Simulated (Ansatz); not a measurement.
## 2H-NbTe2 monolayer in a perpendicular field

Wanted: the out-of-plane response of the 2H-NbTe2 monolayer. A positive field points along +c.

Calculated with Ansatz 0.2.0; plane-wave DFT, PBE-D3(BJ), Ansatz PAW (set soft_1); PAW set soft_1.

**1. The structure**

The cell holds 3 atoms: 2 Te and 1 Nb. Cell: a = 3.901 Å, b = 3.901 Å, c = 38.177 Å, α = 90.0°, β = 90.0°, γ = 120.0°. Vacuum lies along c.

**2. Relaxing the slab**

The starting cell is a guess, so the in-plane lattice and the atoms are relaxed first, with the slab cut off from its images along the normal.

input.yaml

```yaml
crystal:
  lattice:
    - [3.900864, 0.0, 0.0]
    - [-1.950432, 3.3782473207, 0.0]
    - [0.0, 0.0, 38.1772220229]
  atoms:
    - { symbol: Te, position: [0.3333333333, 0.6666666667, 0.4531497863] }
    - { symbol: Nb, position: [0.0, 0.0, 0.5], spin: 1.0 }
    - { symbol: Te, position: [0.3333333333, 0.6666666667, 0.5468502137] }
  periodic: [true, true, false]
magnetization:
  spin_polarized: true
kpoints:
  mp_grid: { grid: [12, 12, 1] }
hamiltonian:
  xc: pbe
  dispersion: d3bj
  pseudopotentials: { kind: paw, azcp: { folder: soft_1 } }
scf:
  occupations: { method: fermi_dirac, width: 0.05 }
  convergence: { dr2_threshold: 1.0e-09 }
relax:
  f_tol: 0.004
  max_steps: 90
  cell: {}
output:
  write_potential: true
  write_density: true
  volumetric_format: npy
```

The run is started by

```sh
$ ansatz run input.yaml --threads 2 --pin off --max-ram 3072MiB --backend cpu --events-out ev --progress --plain --runs-dir out
```

Numbers of over 12 decimals in the logs are rounded to 6 here.

Log:

```text
Warning: relax.cell: scf.convergence.dr2_threshold = 1e-9 eV is looser than the 1.62741912373e-10 eV advised for a relaxation that steers and ends on the stress (1e-10 eV for each atom of the cell: 3, times the square of relax.cell.stress_2d_tol = 0.05 N/m over 13.6 Å (the atoms' height at the walk's start and 5 Å past either face), 3.683e-2 GPa, over a crystal's default 0.05). What an SCF threshold leaves in a stress goes as its square root, and in the free energy as the threshold itself, and one threshold admits the most on a small cell: [figures from the program's tests cut] Set scf.convergence.dr2_threshold to 1.62741912373e-10 eV or tighter. [rest of the remark cut]
Engine: ansatz 0.2.0, x86_64-unknown-linux-gnu
Pseudopotentials: kind: paw
Pseudopotential: Te, paw, valence charge 16, recommended cutoff 420 eV (normal), soft_1/Te.paw.azcp
Pseudopotential: Nb, paw, valence charge 13, recommended cutoff 420 eV (normal), soft_1/Nb.paw.azcp
Functional definition: PBE
  parameter kappa = 0.804
  parameter beta = 0.066725
  exchange = pbe_x(kappa = kappa, mu = beta*pi^2/3)
  correlation = pbe_c(beta = beta)
Crystal: 3 atoms, lattice volume = 503.103 Å³
Basis set: ecut = 420 eV, 9979 PW (Γ), exchange–correlation on 54×54×512 points (8 copies of the dense FFT grid, shifted against one another)
Bands: 28, of which v1, the nominal top of the filled ones, is band 23 counted from 1 (22 counted from 0)
Symmetry: 12 space group operations
Space group: P-6m2 (ITA 187), of the structure as read, at distance tolerance 8.0e-5 Å
Magnetic group: BNS 187.209 (UNI 1439), of the structure as read, at distance tolerance 8.0e-5 Å
k-points: 19 of 144 (time reversal used)
Non-local potential: Te, projectors of the file, l = 0: 2, l = 1: 2, l = 2: 2, l = 3: 1
Non-local potential: Nb, projectors of the file, l = 0: 3, l = 1: 2, l = 2: 2, l = 3: 1
PAW form: soft (Blöchl's): semilocal exchange-correlation on the pseudo side does not see the compensation charge
PAW one-centre angular grid: Te, 590 points (default); XC on 64 Gauss nodes
PAW one-centre angular grid: Nb, 590 points (default); XC on 64 Gauss nodes
Initial density: superposition of atomic densities (neutral atoms: chi_scale 0, normalization atom)
Starting moments: Σ|m| = 1 μB on 1 of 3 sites
Initial wavefunctions: pseudopotential atomic-orbital guess
Functional: x = pbe(κ = 0.804, μ = 0.219515), c = pbe(β = 0.066725)
SCF iter   1: F=—  HF=-18514.731090 eV  |F-HF|=—  |Δ(HF+E_count)|=         —  Δρ=9.75e-3 (↑9.75e-3 ↓8.28e-3)  dr2=2.55e0  dr2_m=1.72e-2  M=0.783 μB ∫|m|=0.935 μB  β_m=0.30  ethr=3.10e-3  ⟨swp⟩=17.7  Hψ=8103  notcnv=0
Mixer restart at iter 1: flushing history
preconditioner: auto → LDOS  [metal: Δε(μ)=0.014 eV  Ē_g=7.038 eV  σ=0.050 eV  W_gap=0.07  n_scr=22 (ndim 8)  ℏωp=6.8 eV  f_vac=0.789  D(μ)=1.85/eV (n_scr^D=8)]
spin=Collinear: LDOS preconditioning applied to the charge; magnetization (m = ρ↑ − ρ↓) channel mixes plain (no charge-response kernel on spin).
SCF iter   2: F=—  HF=-18514.516642 eV  |F-HF|=—  |Δ(HF+E_count)|=   2.14e-1  Δρ=5.94e-3 (↑5.94e-3 ↓5.58e-3)  dr2=8.64e-1  dr2_m=7.93e-3  M=0.791 μB ∫|m|=0.938 μB  β_m=0.50  ethr=3.10e-3  ⟨swp⟩=3.2  Hψ=1954  notcnv=0  defer=30
SCF iter   3: F=—  HF=-18514.551032 eV  |F-HF|=—  |Δ(HF+E_count)|=   3.44e-2  Δρ=1.99e-3 (↑1.61e-3 ↓1.99e-3)  dr2=2.95e-2  dr2_m=1.05e-3  M=0.802 μB ∫|m|=0.937 μB  β_m=0.70  ethr=1.92e-3  ⟨swp⟩=3.3  Hψ=2153  notcnv=0  defer=30
SCF iter   4: F=—  HF=-18514.568339 eV  |F-HF|=—  |Δ(HF+E_count)|=         —  Δρ=4.30e-4 (↑4.09e-4 ↓4.30e-4)  dr2=4.26e-3  dr2_m=7.17e-5  M=0.813 μB ∫|m|=0.938 μB  β_m=0.70  ethr=6.55e-5  ⟨swp⟩=3.1  Hψ=2628  notcnv=0  defer=28
SCF iter   5: F=—  HF=-18514.568143 eV  |F-HF|=—  |Δ(HF+E_count)|=   1.96e-4  Δρ=1.71e-4 (↑1.71e-4 ↓1.29e-4)  dr2=1.06e-4  dr2_m=8.10e-5  M=0.828 μB ∫|m|=0.955 μB  β_m=0.79  ethr=9.47e-6  ⟨swp⟩=3.0  Hψ=2356  notcnv=0  defer=28
SCF iter   6: F=—  HF=-18514.568274 eV  |F-HF|=—  |Δ(HF+E_count)|=   1.31e-4  Δρ=8.08e-5 (↑8.08e-5 ↓7.64e-5)  dr2=2.18e-5  dr2_m=2.50e-5  M=0.836 μB ∫|m|=0.964 μB  β_m=0.89  ethr=2.36e-7  ⟨swp⟩=4.3  Hψ=2506  notcnv=0  defer=28
SCF iter   7: F=—  HF=-18514.568336 eV  |F-HF|=—  |Δ(HF+E_count)|=   6.25e-5  Δρ=3.02e-5 (↑2.50e-5 ↓3.02e-5)  dr2=5.04e-6  dr2_m=2.51e-6  M=0.846 μB ∫|m|=0.977 μB  β_m=0.93  ethr=4.84e-8  ⟨swp⟩=3.1  Hψ=2277  notcnv=0  defer=28
SCF iter   8: F=—  HF=-18514.568340 eV  |F-HF|=—  |Δ(HF+E_count)|=   3.91e-6  Δρ=1.14e-5 (↑1.14e-5 ↓7.84e-6)  dr2=9.16e-7  dr2_m=2.17e-7  M=0.849 μB ∫|m|=0.982 μB  β_m=0.93  ethr=1.12e-8  ⟨swp⟩=3.2  Hψ=2389  notcnv=0  defer=28
SCF iter   9: F=—  HF=-18514.568341 eV  |F-HF|=—  |Δ(HF+E_count)|=   4.35e-7  Δρ=3.37e-6 (↑3.37e-6 ↓2.09e-6)  dr2=4.66e-8  dr2_m=2.66e-8  M=0.849 μB ∫|m|=0.983 μB  β_m=0.97  ethr=2.04e-9  ⟨swp⟩=3.3  Hψ=2225  notcnv=0  defer=28
SCF iter  10: F=—  HF=-18514.568341 eV  |F-HF|=—  |Δ(HF+E_count)|=   2.40e-8  Δρ=7.50e-7 (↑4.32e-7 ↓7.50e-7)  dr2=3.56e-9  dr2_m=8.47e-10  M=0.849 μB ∫|m|=0.983 μB  β_m=0.93  ethr=1.04e-10  ⟨swp⟩=3.6  Hψ=2346  notcnv=0  defer=28
SCF iter  11: F=—  HF=-18514.568341 eV  |F-HF|=—  |Δ(HF+E_count)|=   6.06e-9  Δρ=1.52e-7 (↑1.52e-7 ↓1.36e-7)  dr2=1.14e-10  dr2_m=7.36e-11  M=0.849 μB ∫|m|=0.983 μB  β_m=0.96  ethr=7.91e-12  ⟨swp⟩=3.4  Hψ=2347  notcnv=0  defer=28
SCF iter  12: F=-18514.568341 eV  HF=-18514.568341 eV  |F-HF|=1.82e-10  |Δ(HF+E_count)|=   1.83e-9  Δρ=2.00e-8 (↑1.83e-8 ↓2.00e-8)  dr2=3.60e-12  dr2_m=4.83e-13  M=0.849 μB ∫|m|=0.983 μB  ethr=1.00e-12  ⟨swp⟩=8.1  Hψ=7427  notcnv=0
SCF 1 converged in 12 iterations: F = -18514.568341 eV  dr2 = 3.60e-12
  greatest PAW one-centre occupation: 0.998 electrons in one spin orbital (limit 2), on the Nb atom at site 1 (counted from 0), in its partial waves of l = 0
relax step   1: F+E_penalty+E_count = -18514.56834077 eV  Δ(F+E_penalty+E_count) = +0.000e0 eV  max|allowed force component| = 2.384e-1 eV/Å  Δτ_max = 0.0000 Å  P = -5.132 N/m  Ω = 503.103 Å³  fix = [c, alpha, beta]  reactions: c -0.000 N/m  (12 SCF iters, accepted)
Crystal: 3 atoms, lattice volume = 455.277 Å³
Basis set: ecut = 420 eV, 8947 PW (Γ), exchange–correlation on 54×54×512 points (8 copies of the dense FFT grid, shifted against one another)
Initial density: handed on by an earlier stage of this run
Starting moments: Σ|m| = 1 μB on 1 of 3 sites; this step starts from the density that it was given
Initial wavefunctions: those handed on with the density
iter 1 solved again at ethr=1.19e-4 eV; its pass at ethr=3.10e-3 eV (dr2=5.35e-2 eV) is discarded
[...]
relax step   4: F+E_penalty+E_count = -18514.86424987 eV  Δ(F+E_penalty+E_count) = -2.350e-2 eV  max|allowed force component| = 4.532e-2 eV/Å  Δτ_max = 0.0527 Å  P = +0.693 N/m  Ω = 428.075 Å³  energy of the carried Pulay correction = +2.101e-3 eV  fix = [c, alpha, beta]  reactions: c +0.000 N/m  (14 SCF iters, accepted)
[...]
relax step   5: F+E_penalty+E_count = -18514.86619762 eV  Δ(F+E_penalty+E_count) = -1.948e-3 eV  max|allowed force component| = 8.027e-2 eV/Å  Δτ_max = 0.0188 Å  P = -0.085 N/m  Ω = 437.446 Å³  energy of the carried Pulay correction = +1.808e-3 eV  fix = [c, alpha, beta]  reactions: c -0.000 N/m  (10 SCF iters, accepted)
[...]
relax step   6: F+E_penalty+E_count = -18514.86738203 eV  Δ(F+E_penalty+E_count) = -1.184e-3 eV  max|allowed force component| = 1.230e-3 eV/Å  Δτ_max = 0.0106 Å  P = -0.046 N/m  Ω = 435.179 Å³  energy of the carried Pulay correction = +1.878e-3 eV  fix = [c, alpha, beta]  reactions: c -0.000 N/m  (8 SCF iters, accepted)
[...]
relax step   7: F+E_penalty+E_count = -18514.86578655 eV  Δ(F+E_penalty+E_count) = +1.595e-3 eV  max|allowed force component| = 1.557e-3 eV/Å  Δτ_max = 0.0000 Å  P = -0.055 N/m  Ω = 435.179 Å³  fix = [c, alpha, beta]  reactions: c -0.000 N/m  stress off target by 5.47e-2 N/m on what of the cell is left free  SCF on the basis re-selected at this cell (its energy is not comparable with the rows above)  (6 SCF iters)
[...]
relax step   8: F+E_penalty+E_count = -18514.86583654 eV  Δ(F+E_penalty+E_count) = -4.999e-5 eV  max|allowed force component| = 1.413e-4 eV/Å  Δτ_max = 0.0012 Å  P = -0.003 N/m  Ω = 434.564 Å³  energy of the carried Pulay correction = +1.929e-5 eV  fix = [c, alpha, beta]  reactions: c -0.000 N/m  (8 SCF iters, accepted)
iter 1 solved again at ethr=8.71e-8 eV; its pass at ethr=3.10e-3 eV (dr2=3.92e-5 eV) is discarded
SCF iter   1: F=—  HF=-18514.865730 eV  |F-HF|=—  |Δ(HF+E_count)|=         —  Δρ=3.95e-7 (↑3.95e-7 ↓3.91e-7)  dr2=1.58e-9  dr2_m=1.43e-11  M=0.560 μB ∫|m|=0.576 μB  β_m=0.65  ethr=8.71e-8  ⟨swp⟩=7.1  Hψ=13491  notcnv=0
eigensolver tolerance schedule: the retry pair's looser diagonalisation over-reported the residual by 24851.70 of it (diagonalisation noise at 2.31 of the residual, at the tolerance the schedule requests for it); recorded, not acted on — ethr = c·dr2/N_el stays at c = 1.0e-1
preconditioner: auto → LDOS  [metal: Δε(μ)=0.059 eV  Ē_g=7.223 eV  σ=0.050 eV  W_gap=0.27  n_scr=18 (ndim 8)  ℏωp=7.3 eV  f_vac=0.789  D(μ)=2.67/eV (n_scr^D=12)]
spin=Collinear: LDOS preconditioning applied to the charge; magnetization (m = ρ↑ − ρ↓) channel mixes plain (no charge-response kernel on spin).
SCF iter   2: F=—  HF=-18514.865822 eV  |F-HF|=—  |Δ(HF+E_count)|=   9.15e-5  Δρ=2.28e-7 (↑2.28e-7 ↓2.28e-7)  dr2=1.45e-9  dr2_m=1.21e-12  M=0.560 μB ∫|m|=0.576 μB  β_m=0.35  ethr=3.50e-12  ⟨swp⟩=6.7  Hψ=4306  notcnv=0
SCF iter   3: F=—  HF=-18514.865822 eV  |F-HF|=—  |Δ(HF+E_count)|=   1.11e-9  Δρ=1.19e-7 (↑1.19e-7 ↓1.18e-7)  dr2=2.13e-10  dr2_m=1.10e-12  M=0.560 μB ∫|m|=0.576 μB  β_m=0.67  ethr=3.22e-12  ⟨swp⟩=3.1  Hψ=2120  notcnv=0
SCF iter   4: F=-18514.865822 eV  HF=-18514.865822 eV  |F-HF|=1.06e-10  |Δ(HF+E_count)|=  1.71e-10  Δρ=4.98e-8 (↑4.83e-8 ↓4.98e-8)  dr2=2.84e-11  dr2_m=2.61e-13  M=0.560 μB ∫|m|=0.576 μB  ethr=1.00e-12  ⟨swp⟩=13.3  Hψ=8626  notcnv=0
SCF 9 converged in 4 iterations: F = -18514.865822 eV  dr2 = 2.84e-11
relax step   9: F+E_penalty+E_count = -18514.86582158 eV  Δ(F+E_penalty+E_count) = +1.495e-5 eV  max|allowed force component| = 1.373e-4 eV/Å  Δτ_max = 0.0000 Å  P = -0.003 N/m  Ω = 434.564 Å³  fix = [c, alpha, beta]  reactions: c -0.000 N/m  stress off target by 3.02e-3 N/m on what of the cell is left free  SCF on the basis re-selected at this cell (its energy is not comparable with the rows above)  (4 SCF iters)
basis re-selected at this cell: Δ(F+E_penalty+E_count) = +1.495e-5 eV, ΔP = +0.000 N/m vs the last step (what re-selecting the basis moved, of the pressure what is left beyond the Pulay correction that the steps carried, after the strain that the cell walked since its last selection, with what the two solves' SCF thresholds leave and, on support functions, any second-order correction that the steps lacked; it is no m [...]
WARN: The output density's exchange-correlation potential varies sharply where the density is thin. Do not read a vacuum level from v_tot or v_xc, or from such a field of the output density. On a cell that repeats whose density bears no net charge and no dipole along the vacuum's axis use v_es (v_loc + v_h of the components); under efield.dipole_correction with no amplitude use v_es + v_field, which holds any externa [...]
SCF converged after 4 iterations
Magnetization: 0.5596 μB (22.7798 up, 22.2202 down)
Absolute magnetization: 0.5762 μB (∫|ρ↑−ρ↓|, with the PAW one-centre terms)
Spin contamination: 0.0046 ħ² per cell (⟨S²⟩ above its minimum at these occupations)
Per-site moments (μB) at R_I (Å): [(0.014599, 1.155974), (0.333476, 1.155974), (0.014599, 1.155974)]
Free energy (F): -18514.865822 eV
Harris-Foulkes:  -18514.865822 eV  (|F-HF|=1.06e-10)
Internal energy: -18514.843807 eV  (E = F + TS)
E sigma→0 (E₀):  -18514.854814 eV
Entropy (-TS):   -0.022015 eV (-7.338 meV/atom)
Fermi energy:    -4.976905 eV
--- Per-component energies (eV) ---
  E_band       = -1315.718578
  E_kinetic    = 716.921042
  E_local      = -126820.021720  (includes V_loc(G=0)·N_el)
  E_nonlocal   = 228.098370
  E_hartree    = 62937.807389
  E_xc         = -409.978622
  E_vxc        = -403.669584  (∫ρ·V_xc dr)
  E_paw        = -12426.551862  (= ΣΔE_a)
  E_vpaw       = -912.662206  (= ΣTr[D̂ρ^β])
  E_aug_tail   = 0.000217  (compensation charges beyond the density's cutoff)
  E_ewald      = 57260.050037
  E_disp       = -1.168657  (pairwise vdW)
  E_smearing   = -0.022015  (= −TS)
  E_closure    = 0.000000  (closes the sum)
  Σ components = -18514.865822   (vs F -18514.865822, Δ=0.00e0)
--- Forces (eV/Å), atoms counted from 1 ---
  atom   1  Te    -0.00000000    -0.00000000     0.00013734
  atom   2  Nb     0.00000000     0.00000000     0.00000000
  atom   3  Te     0.00000000    -0.00000000    -0.00013734
  max |Σ_I F_I| component: 1.62e-17 eV/Å
--- 2D stress c σ (N/m, compression-positive) ---
       -0.003025       0.000000       0.000000
        0.000000      -0.003025       0.000000
        0.000000       0.000000       0.000000
  P = ½ c Tr σ = -0.0030 N/m
--- Band table (eV; the first three rows and the last of 38) ---
  k-point 0 ↑: bands = [... 19 lower, -6.2907, -5.3658, -5.3658, -5.0549, -1.9023, -1.9023, -1.6999, -1.6999, ... 1 higher]
  k-point 1 ↑: bands = [... 19 lower, -6.2158, -5.5101, -5.4102, -5.0654, -2.1965, -2.1753, -1.8666, -1.7850, ... 1 higher]
  k-point 2 ↑: bands = [... 19 lower, -6.0075, -5.8531, -5.6671, -5.1594, -2.8557, -2.4999, -2.2467, -1.5296, ... 1 higher]
  k-point 18 ↓: bands = [... 19 lower, -7.5987, -7.5673, -6.4168, -4.3095, -2.9291, -2.4829, -1.7517, -0.4806, ... 1 higher]
  the weakly bound empty levels are not read free of the cell's end (no_gap_told)
--- Relaxed structure (7 steps of the walk, 7 accepted, 2 SCFs on fresh bases) ---
  F+E_penalty+E_count = -18514.86582158 eV   max|allowed force component| = 1.373e-4 eV/Å   (the final SCF, on the basis selected at the relaxed cell)
  cell:  # Å, volume = 434.5642 Å³
    - [3.625430, 0.0, 0.0]
    - [-1.812715, 3.139714, 0.0]
    - [0.0, 0.0, 38.1772220229]
  atoms:
    - { symbol: Te, position: [0.333333, 0.666667, 0.451193] }
    - { symbol: Nb, position: [0, -2.8783559898885975e-17, 0.5] }
    - { symbol: Te, position: [0.333333, 0.666667, 0.548807] }
```

It took 3.9 min on 2 threads of Intel Xeon Platinum 8375C at 2.90GHz (Ice Lake), shared host; peak memory 1.1 GiB.

The steps of the relaxation:

| step | energy less that of the first step (eV) | largest force component (eV/Å) | volume (Å³) |
| --- | --- | --- | --- |
| 1 | 0.0000 | 0.2384 | 503.10 |
| 2 | -0.2668 | 0.1553 | 455.28 |
| 3 | -0.2724 | 0.4317 | 425.21 |
| 4 | -0.2959 | 0.0453 | 428.08 |
| 5 | -0.2979 | 0.0803 | 437.45 |
| 6 | -0.2990 | 0.0012 | 435.18 |
| 7* | -0.2974 | 0.0016 | 435.18 |
| 8 | -0.2975 | 0.0001 | 434.56 |
| 9* | -0.2975 | 0.0001 | 434.56 |

Relaxation steps marked * repeat the geometry before them on a plane-wave basis chosen anew for their cell, so energy and pressure can jump there.

Forces are held to the 12 operations that the run works with; a distortion that breaks them can't arise in this run.

| cell as run | before | after | change |
| --- | --- | --- | --- |
| a (Å) | 3.901 | 3.625 | -7.1 % |
| b (Å) | 3.901 | 3.625 | -7.1 % |

The atoms that moved most (Å, along periodic axes as changes of fractional coordinates times the final cell, across vacuum about the mean position):

| atom | dx | dy | dz | length |
| --- | --- | --- | --- | --- |
| Te1 | 0.000 | 0.000 | -0.075 | 0.075 |
| Te3 | 0.000 | 0.000 | 0.075 | 0.075 |

The relaxed structure:

```xyz
3
Lattice="3.6254 0.0000 0.0000 -1.8127 3.1397 0.0000 0.0000 0.0000 38.1772" Properties=species:S:1:pos:R:3
Te    0.0000    2.0931   17.2253
Nb    0.0000    0.0000   19.0886
Te    0.0000    2.0931   20.9519
```

This step gave:

```yaml
energy_at_zero_smearing: -18514.8548 eV
total_moment: 0.5596 μB
site_moments: 0.01460, 0.3335, 0.01460 μB
```

Site moment by atom:

| atom | site moment (μB) |
| --- | --- |
| Te1 | 0.015 |
| Nb2 | 0.333 |
| Te3 | 0.015 |

The lattice constant a goes from 3.901 to 3.625 Å.

(Continued in part 2 of 2.)

[Logs are printed without paths, hosts, clocks, repeated set-up lines and the standing remarks that a program may print on its own settings, such as how far it seeks lower states.]

[Hosts, paths, dates, database ids (printed as entryN), source tags and the programs' standing remarks are cut or masked in the printed files.]

[Maps of the electrostatic potential energy from Ansatz leave out the sawtooth potential of an applied field or a dipole correction, so their vacuum need not be flat; planar profiles and work functions include it.]
